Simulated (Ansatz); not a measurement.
# Σ5 (210) boundary in fcc Ir: structure and resistance

Aim: the relaxed structure and the specific resistance of the Σ5 (210) boundary in fcc Ir.

Main program and level: Ansatz 0.2.0; Ansatz plane-wave DFT, LDA, PAW files; relaxation of a bicrystal slab with its lowest layers held; PAW set soft_1, in the first sound run; inputs show where later runs differ.

Report form: the programs' logs are mostly left out.

**1. The structure**

The cell holds 21 atoms: 21 Ir. Its edges and angles: a = 4.702 Å, b = 3.839 Å, c = 29.029 Å, α = 90.0°, β = 90.0°, γ = 65.9°. It derives from Ir. built on the (2 1 0) plane; 2 overlapping atoms removed and the grains opened by 0 Å. Vacuum lies along c.

**2. Relaxing the bicrystal**

The boundary is built by mirroring the lower grain in the boundary plane and removing any atoms that overlap. A thin bicrystal slab is relaxed first, with the lowest layers held and the upper grain free to shift and open.

File input.yaml:

```yaml
crystal:
  lattice:
    - [4.7022854592, 0.0, 0.0]
    - [1.5674284864, 3.5048766455, 0.0]
    - [0.0, 0.0, 29.0288347253]
  atoms:
    - { symbol: Ir, position: [0.6, 0.6999999999, 0.1722425322] }
    - { symbol: Ir, position: [0.2, 0.3999999999, 0.2018171241] }
    - { symbol: Ir, position: [0.8, 0.0999999999, 0.2313917159] }
    - { symbol: Ir, position: [0.4, 0.7999999999, 0.2609663078] }
    - { symbol: Ir, position: [0.0, 0.4999999999, 0.2905408997] }
    - { symbol: Ir, position: [0.6, 0.1999999999, 0.3201154915] }
    - { symbol: Ir, position: [0.2, 0.9, 0.3496900834] }
    - { symbol: Ir, position: [0.8, 0.6, 0.3792646753] }
    - { symbol: Ir, position: [0.4, 0.3, 0.4088392671] }
    - { symbol: Ir, position: [0.0, 0.0, 0.438413859] }
    - { symbol: Ir, position: [0.8, 0.6, 0.4975630427] }
    - { symbol: Ir, position: [0.2, 0.9, 0.5271376346] }
    - { symbol: Ir, position: [0.6, 0.1999999999, 0.5567122264] }
    - { symbol: Ir, position: [0.0, 0.4999999999, 0.5862868183] }
    - { symbol: Ir, position: [0.4, 0.7999999999, 0.6158614102] }
    - { symbol: Ir, position: [0.8, 0.0999999999, 0.645436002] }
    - { symbol: Ir, position: [0.2, 0.3999999999, 0.6750105939] }
    - { symbol: Ir, position: [0.6, 0.6999999999, 0.7045851858] }
    - { symbol: Ir, position: [0.0, 0.9999999999, 0.7341597776] }
    - { symbol: Ir, position: [0.4000000001, 0.2999999998, 0.7637343695] }
    - { symbol: Ir, position: [0.8000000001, 0.5999999998, 0.7933089614] }
kpoints:
  mp_grid: { grid: [7, 7, 1] }
hamiltonian:
  xc: lda
  pseudopotentials: { kind: paw, azcp: { folder: soft_1 }, xc_functional: pbe }
scf:
  occupations: { method: fermi_dirac, width: 0.1 }
relax:
  f_tol: 0.03
  max_steps: 80
  constraints: [{ sites: [0, 1, 2, 3] }]
```

Started as:

```
$ ansatz run input.yaml --threads 4 --pin off --max-ram 15360MiB --backend cpu --events-out ev --progress --plain --runs-dir out
```

Run time: 12 min. Hardware: 4 threads of Arm Neoverse V1, shared host; peak memory 2.6 GiB.

Step by step:

| step | energy less that of the first step (eV) | largest force component (eV/Å) |
| --- | --- | --- |
| 1 | 0.0000 | 2.6551 |
| 2 | -0.4244 | 0.6698 |
| 3 | -0.7547 | 0.3070 |
| 4 | -1.0065 | 0.1554 |
| 5 | -1.1266 | 0.2732 |
| 6 | -1.2106 | 0.2917 |
| 7 | -1.3146 | 0.3757 |
| 8 | -1.4002 | 0.2623 |
| 9 | -1.4690 | 0.1112 |
| 10 | -1.4810 | 0.0560 |
| 11 | -1.4846 | 0.0531 |
| 12 | -1.4854 | 0.0346 |
| 13 | -1.4857 | 0.0123 |

The run keeps the 2 symmetry operations that it works with, so distortions that break them were not tested.

The atoms that moved most (Å):

| atom | dx | dy | dz | length |
| --- | --- | --- | --- | --- |
| Ir11 | -0.755 | 0.338 | -0.802 | 1.152 |
| Ir21 | -0.602 | 0.269 | -0.848 | 1.074 |
| Ir20 | -0.616 | 0.275 | -0.718 | 0.986 |
| Ir17 | -0.636 | 0.285 | -0.663 | 0.962 |
| Ir18 | -0.642 | 0.287 | -0.637 | 0.949 |
| Ir13 | -0.627 | 0.280 | -0.634 | 0.935 |
| Ir16 | -0.624 | 0.279 | -0.631 | 0.931 |
| Ir14 | -0.628 | 0.281 | -0.614 | 0.922 |

This step gave:

```yaml
free_energy: -244945.8896 eV
energy_at_zero_smearing: -244945.5058 eV
fermi_energy: 13.73 eV
```

The largest force component on a free atom ends at 0.012 eV/Å, under the tolerance of 0.03, after 13 steps.

**3. Transmission across the boundary**

Bulk layers of each grain are laid under and over the relaxed boundary, and a lead is named in the middle of each, away from the free faces. The mesh across the current, 18×18, is finer than the density's, because channels open and close sharply across the zone. Energies from -0.1 to 0.1 eV in steps of 0.05 eV are too few for the program's thermal sum, so it prints no conductance; for a metal the transmission near the Fermi level serves, at a fraction of the cost.

This step: Ansatz plane-wave DFT, LDA, PAW files; ballistic transport by layer matching (Landauer), zero bias; boundary relaxed in a short slab, bulk layers laid on; PAW set soft_1 (Ansatz 0.2.0).

System of this step: Σ5 (210) boundary in fcc Ir. The cell holds 48 atoms: 48 Ir. Its edges and angles: a = 4.702 Å, b = 3.839 Å, c = 48.623 Å, α = 90.0°, β = 90.0°, γ = 65.9°. It derives from Ir. Regions: lower grain, 20 atoms (20 Ir); boundary, 12 atoms (12 Ir); upper grain, 16 atoms (16 Ir). Vacuum lies along c.

File input.yaml:

```yaml
crystal:
  lattice:
    - [4.7022854592, 0.0, 0.0]
    - [1.5674284864, 3.5048766455, 0.0]
    - [0.0, 0.0, 48.6225277208]
  atoms:
    - { symbol: Ir, position: [-15.5999999999, 7.7999999997, 0.0822663935] }
    - { symbol: Ir, position: [-14.9999999999, 7.4999999997, 0.0999231461] }
    - { symbol: Ir, position: [-14.3999999999, 7.1999999997, 0.1175798986] }
    - { symbol: Ir, position: [-13.7999999999, 6.8999999998, 0.1352366511] }
    - { symbol: Ir, position: [-13.1999999999, 6.5999999998, 0.1528934036] }
    - { symbol: Ir, position: [-12.5999999999, 6.2999999998, 0.1705501562] }
    - { symbol: Ir, position: [-11.9999999999, 5.9999999998, 0.1882069087] }
    - { symbol: Ir, position: [-11.3999999999, 5.6999999998, 0.2058636612] }
[... 36 atom lines left out ...]
    - { symbol: Ir, position: [-11.5516946962, 5.775847348, 0.8647633489] }
    - { symbol: Ir, position: [-12.1516946962, 6.075847348, 0.8824201014] }
    - { symbol: Ir, position: [-12.7516946962, 6.3758473479, 0.9000768539] }
    - { symbol: Ir, position: [-13.3516946962, 6.6758473479, 0.9177336065] }
kpoints:
  mp_grid: { grid: [7, 7, 1] }
hamiltonian:
  xc: lda
  pseudopotentials: { kind: paw, azcp: { folder: soft_1 }, xc_functional: pbe }
scf:
  occupations: { method: fermi_dirac, width: 0.1 }
output:
  transmission:
    leads: [[11, 12], [38, 39]]
    kmesh: [18, 18]
    e_range: [-0.1, 0.1]
    de: 0.05
  write_potential: true
  write_density: true
  volumetric_format: npy
  elf: true
```

Wall time 18 min (4 threads); peak memory 10 GiB.

This step gave:

- free energy: -559888.6508 eV
- energy at zero smearing: -559887.8249 eV
- Fermi energy: 20.70 eV
- cell area: 16.48 Å²
- transmission per spin nearest the Fermi level: 2.283
- open channels per spin nearest the Fermi level: 4.426
- open channels per spin, upper lead: 4.463
- step of the lead's potential: 6.1 meV
- step of the upper lead's potential: 29.2 meV

Per spin. Transmission, zone mean against energy, zero at the Fermi level:

| energy (eV) | transmission, zone mean |
| --- | --- |
| -0.1000 | 2.19 |
| -0.0500 | 2.22 |
| 0.0000 | 2.28 |
| 0.0500 | 2.36 |
| 0.1000 | 2.42 |

Per spin. The open channels, zone mean by energy, zero at the Fermi level:

| energy (eV) | lead | upper lead |
| --- | --- | --- |
| -0.1000 | 4.30 | 4.29 |
| -0.0500 | 4.36 | 4.35 |
| 0.0000 | 4.43 | 4.46 |
| 0.0500 | 4.46 | 4.46 |
| 0.1000 | 4.55 | 4.55 |

Transmission over k1 and k2. At 0.0000 eV from the Fermi level.

Ten even steps from '0' (0.99) to '9' (4.95):
```
110020011233323332
311001132233223322
443434432223332223
544445300011110003
435344310000000134
699644132000023144
787444322101223444
998443333333333448
997554544444545579
984433333333334489
744432210122344478
644132000023144699
443100000001344353
530001111000354444
432223332223443434
322332233223110011
123332333211002001
012233221012233221
```
Columns: k1 (b1) from -0.5 to 0.444; rows upwards: k2 (b2) from -0.5 to 0.444.

Open channels over k1 and k2. At 0.0000 eV from the Fermi level.

Values, 12 rows by 16 columns, each cell a mean:
```
4.22 3.33 3.22 3.89 4.07 3.33 3.59 3.96 5.00 5.00 4.89 4.37 4.56 5.00 5.00 4.70
4.96 4.52 4.11 4.04 4.22 4.67 4.93 4.11 5.00 4.85 4.22 4.00 4.56 5.00 4.48 4.63
5.19 4.22 4.89 4.37 4.93 5.44 3.52 2.70 2.67 2.67 2.67 2.67 2.67 2.89 3.26 5.41
4.81 6.07 5.78 4.67 4.85 3.89 3.59 3.37 2.67 2.67 2.67 2.96 3.33 3.11 4.30 4.96
6.74 7.11 5.89 5.00 5.00 4.33 4.26 4.33 4.26 3.81 4.33 4.19 4.19 4.78 5.00 5.59
8.00 7.78 6.33 5.30 5.30 4.78 4.93 5.00 5.59 5.00 5.00 4.85 5.22 5.22 6.04 7.52
7.22 6.04 5.00 4.85 4.30 4.44 4.67 4.37 4.67 4.67 4.44 4.44 5.00 5.00 6.30 7.56
5.30 5.00 4.56 3.81 4.00 3.56 3.33 3.04 3.41 4.00 3.78 4.07 5.00 5.00 6.30 6.96
4.74 4.96 3.44 2.70 2.33 2.33 2.33 2.33 2.33 2.48 3.56 4.96 4.59 4.22 4.85 4.11
5.33 4.96 3.89 4.33 3.96 3.67 3.67 4.26 4.26 3.81 4.67 5.33 4.59 4.67 4.48 4.63
4.63 4.48 5.00 5.00 4.44 4.22 4.85 5.00 4.89 4.07 4.11 3.67 3.85 3.33 3.52 3.67
2.78 3.96 4.78 4.63 4.81 4.44 4.85 3.81 3.04 3.56 4.11 3.96 4.89 4.22 4.19 3.15
```
Columns: k1 (b1) from -0.5 to 0.444; rows upwards: k2 (b2) from -0.5 to 0.444.

Valence density in the cb plane at fractional x = 0.034, with atoms of Ir within 0.2 Å of it. It is the smooth field of the valence electrons, not physical close to the nuclei.

Values in e/Å³, 6 rows by 16 columns, each cell a mean:
```
0.3 0.9 0.8 1.3 6.4 1.1 0.6 0.6 0.3 0.4 1.2 0.3 0.0 0.0 0.0 0.0
1.2 0.4 0.5 0.4 1.1 0.5 0.5 0.4 1.2 0.6 0.5 0.3 0.1 0.0 0.0 0.0
6.1 0.5 0.7 0.5 0.2 0.7 1.2 0.6 6.3 2.6 0.5 0.7 0.2 0.0 0.0 0.0
5.6 0.5 0.7 0.5 0.2 0.7 1.0 0.6 5.8 2.4 0.4 0.7 0.2 0.0 0.0 0.0
1.0 0.5 0.5 0.5 1.3 0.5 0.5 0.4 1.0 0.6 0.5 0.3 0.1 0.0 0.0 0.0
0.3 1.0 0.9 1.4 6.9 1.2 0.6 0.6 0.2 0.5 1.3 0.3 0.0 0.0 0.0 0.0
```
Columns run along c (16.0 Å, from fractional 0.67 to 1.00 of the cell), rows up along b (3.8 Å). Atoms in or near the plane, at fractional coordinates: Ir at (0.76, 0.98), Ir at (0.85, 0.48).

Electrostatic potential energy in the cb plane at fractional x = 0.034, with atoms of Ir within 0.2 Å of it. With pseudopotentials it is smooth inside the atoms' cores, unlike the true potential.

Values in eV, 6 rows by 16 columns, each cell a mean:
```
 22   6  10   3 -41   6  14  13  22  17   1  21  26  26  26  26
  3  18  18  17   5  17  16  19   3  13  18  20  25  26  26  26
-39  15  10  16  22  11   2  13 -40 -11  17  10  23  26  26  26
-36  16  11  17  22  12   4  14 -38  -9  17  11  23  26  26  26
  7  17  17  17   1  17  17  19   7  15  17  20  25  26  26  26
 22   4   8   2 -44   5  13  12  22  17  -1  21  26  26  26  26
```
Columns run along c (16.0 Å, from fractional 0.67 to 1.00 of the cell; values clipped at the 3rd and 97th percentile), rows up along b (3.8 Å). Atoms in or near the plane, at fractional coordinates: Ir at (0.76, 0.98), Ir at (0.85, 0.48).

ELF in the cb plane at fractional x = 0.034, with atoms of Ir within 0.2 Å of it. It is the smooth field of the valence electrons, not physical close to the nuclei.

Ten even steps from '0' (0.00) to '9' (0.59), each cell a mean:
```
23456764558989744455543223457654321000000000
34444554545897545554444344445555432100000000
65554555454555554555544665554565443210000000
99645444444334444554547997444444454321000000
79854456544323456754569889644455555431000000
89854455544323456754569889644455555431000000
98545554444434444555546997444454454321000000
65554555454565554555454555544565443210000000
34444554546998545444444334445555432100000000
23456764558989744455543223467754321000000000
```
Columns run along c (16.0 Å, from fractional 0.67 to 1.00 of the cell), rows up along b (3.8 Å). Atoms in or near the plane, at fractional coordinates: Ir at (0.76, 0.98), Ir at (0.85, 0.48).

Over the solved energies the transmission per spin lies between 2.19 and 2.42, out of 4.42 channels of the lead on average (up to 4.55). The log calls the step of a lead's potential too much.

**4. Specific resistance**

This step: Ansatz plane-wave DFT, LDA, PAW files; ballistic transport by layer matching (Landauer), zero bias; specific resistance of the boundary; PAW set soft_1 (Ansatz 0.2.0).

This step gave:

```
area resistance                      : 0.4458 fΩ m²
T over the leads' mean channel count : 0.5191
```

Averaged over the energies near the Fermi level, 51.9 % of the channels pass, which makes 0.446 fΩ m².

By hand, with T and the leads' channels N averaged over the energies near the Fermi level: RA = A (h/2e²)(1/T − ½[1/N₁ + 1/N₂]) = 16.48×10⁻²⁰ m² × 12 906 Ω × (1/2.295 − ½[1/4.420 + 1/4.422]) = 0.446 fΩ m².

**5. Single-crystal slab for reference**

The free faces cost energy too. A single-crystal slab with the same faces and held layers is relaxed, so that they cancel.

This step: Ansatz plane-wave DFT, LDA, PAW files; relaxation of a single-crystal slab with its lowest layers held; PAW set soft_1 (Ansatz 0.2.0).

System of this step: Ir slab, plane (2, 1, 0). The cell holds 22 atoms: 22 Ir. Cell: a = 4.702 Å, b = 3.839 Å, c = 29.029 Å, α = 90.0°, β = 90.0°, γ = 65.9°. It derives from Ir. Vacuum lies along c.

File input.yaml:

```yaml
crystal:
  lattice:
    - [4.7022854592, 0.0, 0.0]
    - [1.5674284864, 3.5048766455, 0.0]
    - [0.0, 0.0, 29.0288347253]
  atoms:
    - { symbol: Ir, position: [0.4000000001, 0.2999999997, 0.1722425322] }
    - { symbol: Ir, position: [1.0e-10, 0.9999999997, 0.2018171241] }
    - { symbol: Ir, position: [0.6000000001, 0.6999999997, 0.2313917159] }
    - { symbol: Ir, position: [0.2000000001, 0.3999999997, 0.2609663078] }
    - { symbol: Ir, position: [0.8000000001, 0.0999999998, 0.2905408997] }
    - { symbol: Ir, position: [0.4000000001, 0.7999999998, 0.3201154915] }
    - { symbol: Ir, position: [1.0e-10, 0.4999999998, 0.3496900834] }
    - { symbol: Ir, position: [0.6000000001, 0.1999999998, 0.3792646753] }
    - { symbol: Ir, position: [0.2000000001, 0.8999999998, 0.4088392671] }
    - { symbol: Ir, position: [0.8000000001, 0.5999999998, 0.438413859] }
    - { symbol: Ir, position: [0.4000000001, 0.2999999998, 0.4679884508] }
    - { symbol: Ir, position: [0.0, 0.9999999999, 0.4975630427] }
    - { symbol: Ir, position: [0.6, 0.6999999999, 0.5271376346] }
    - { symbol: Ir, position: [0.2, 0.3999999999, 0.5567122264] }
    - { symbol: Ir, position: [0.8, 0.0999999999, 0.5862868183] }
    - { symbol: Ir, position: [0.4, 0.7999999999, 0.6158614102] }
    - { symbol: Ir, position: [0.0, 0.4999999999, 0.645436002] }
    - { symbol: Ir, position: [0.6, 0.1999999999, 0.6750105939] }
    - { symbol: Ir, position: [0.2, 0.9, 0.7045851858] }
    - { symbol: Ir, position: [0.8, 0.6, 0.7341597776] }
    - { symbol: Ir, position: [0.4, 0.3, 0.7637343695] }
    - { symbol: Ir, position: [0.0, 0.0, 0.7933089614] }
kpoints:
  mp_grid: { grid: [7, 7, 1] }
hamiltonian:
  xc: lda
  pseudopotentials: { kind: paw, azcp: { folder: soft_1 }, xc_functional: pbe }
scf:
  occupations: { method: fermi_dirac, width: 0.1 }
relax:
  f_tol: 0.03
  max_steps: 80
  constraints: [{ sites: [0, 1, 2, 3] }]
```

Wall time 4.9 min (4 threads); peak memory 2.7 GiB.

Relaxation path:

| step | energy less that of the first step (eV) | largest force component (eV/Å) |
| --- | --- | --- |
| 1 | 0.0000 | 2.5829 |
| 2 | -0.3002 | 0.6440 |
| 3 | -0.4193 | 0.1607 |
| 4 | -0.4278 | 0.0837 |
| 5 | -0.4285 | 0.0282 |

The atoms that moved most (Å):

| atom | dx | dy | dz | length |
| --- | --- | --- | --- | --- |
| Ir22 | -0.037 | 0.017 | -0.390 | 0.392 |
| Ir21 | -0.040 | 0.018 | -0.253 | 0.257 |
| Ir19 | 0.005 | -0.002 | -0.203 | 0.203 |
| Ir18 | 0.001 | 0.000 | -0.193 | 0.193 |
| Ir16 | -0.012 | 0.005 | -0.154 | 0.155 |
| Ir20 | -0.055 | 0.025 | -0.142 | 0.154 |
| Ir17 | -0.016 | 0.007 | -0.150 | 0.151 |
| Ir15 | -0.015 | 0.007 | -0.144 | 0.144 |

Final coordinates:

```
Ir
1.0
     4.70229    0.00000    0.00000
     1.56743    3.50488    0.00000
     0.00000    0.00000   29.02883
Ir
22
Direct
  0.40000 0.30000 0.17224
  0.00000 0.00000 0.20182
  0.60000 0.70000 0.23139
  0.20000 0.40000 0.26097
  0.79603 0.10198 0.28907
  0.39904 0.80048 0.31832
  0.00078 0.49961 0.34741
  0.60100 0.19950 0.37690
  0.20159 0.89920 0.40592
  0.80055 0.59972 0.43523
  0.39882 0.30059 0.46454
  0.99859 0.00071 0.49372
  0.59792 0.70104 0.52280
  0.19604 0.40198 0.55249
  0.79629 0.10185 0.58134
  0.39698 0.80151 0.61056
  0.99603 0.50199 0.64027
  0.60016 0.19992 0.66837
  0.20132 0.89934 0.69758
  0.78589 0.60706 0.72928
  0.38980 0.30510 0.75501
  0.99045 0.00477 0.77988
```

Numbers from this step:

```
free energy             : -256612.4709 eV
energy at zero smearing : -256612.0809 eV
Fermi energy            : 14.64 eV
```

The largest force component on a free atom ends at 0.028 eV/Å, under the tolerance of 0.03, after 5 steps.

**6. Bulk reference**

The perfect crystal gives the energy per atom, for the atoms by which bicrystal and slab differ.

This step: Ansatz plane-wave DFT, LDA, PAW files; bulk reference; PAW set soft_1 (Ansatz 0.2.0).

System of this step: Ir. Symmetry: Fm-3m, No. 225, cubic system. The conventional cell has a = 3.839 Å, b = 3.839 Å, c = 3.839 Å, α = 90.00°, β = 90.00°, γ = 90.00°. Nearest to Ir lie 12 Ir at 2.71 Å.

input.yaml, the sections that differ from step 5:

```yaml
crystal:
  lattice:
    - [0.0, 1.9197, 1.9197]
    - [1.9197, 0.0, 1.9197]
    - [1.9197, 1.9197, 0.0]
  atoms:
    - { symbol: Ir, position: [0.0, 0.0, 0.0] }
kpoints:
  mp_grid: { grid: [19, 19, 19] }
# hamiltonian, scf: as in step 5
# relax: removed
```

The job ended after 0.73 s (4 threads; peak memory 0.28 GiB; 2.2 s of CPU time).

This step gave:

```yaml
free_energy: -11664.5571 eV
energy_at_zero_smearing: -11664.5397 eV
fermi_energy: 25.42 eV
```

**7. Boundary energy**

This step: Ansatz plane-wave DFT, LDA, PAW files; bicrystal less single-crystal slab less bulk atoms, a boundary area; PAW set soft_1 (Ansatz 0.2.0).

Numbers from this step:

```
excess energy of the cell : 2.035 eV
boundary energy           : 1.979 J/m²
```

The boundary costs 2.0 J/m².

By hand: 2.04 eV / 16.48 Å² × 16.02 = 1.98 J/m².

**8. Results**

```yaml
specific_resistance_of_the_boundary: 0.446 fΩ m²
share_of_channels_that_pass: 0.519
boundary_energy: 1.98 J/m²
```

What this shows: The boundary has a specific resistance of 0.45 fΩ m² and an energy of 2.0 J/m². The boundary reflects 48 % of the channels; 0.45 fΩ m² is 4.5×10⁻¹² Ω·cm². In the relaxation the upper grain slid sideways by about 0.7 Å, so the result belongs to the position that it found, not to the starting one. One starting structure was relaxed; another shift or atom count at the boundary may lie lower. Spin-orbit coupling is left out, which matters for Ir. A lead's potential steps by up to 29 meV from period to period, which the log calls too much, so longer leads could move the result.

[Logs are printed without paths, hosts, clocks, repeated set-up lines and the standing remarks that a program may print on its own settings, such as how far it seeks lower states.]

[Hosts, paths, dates, database ids (printed as entryN), source tags and the programs' standing remarks are cut or masked in the printed files.]
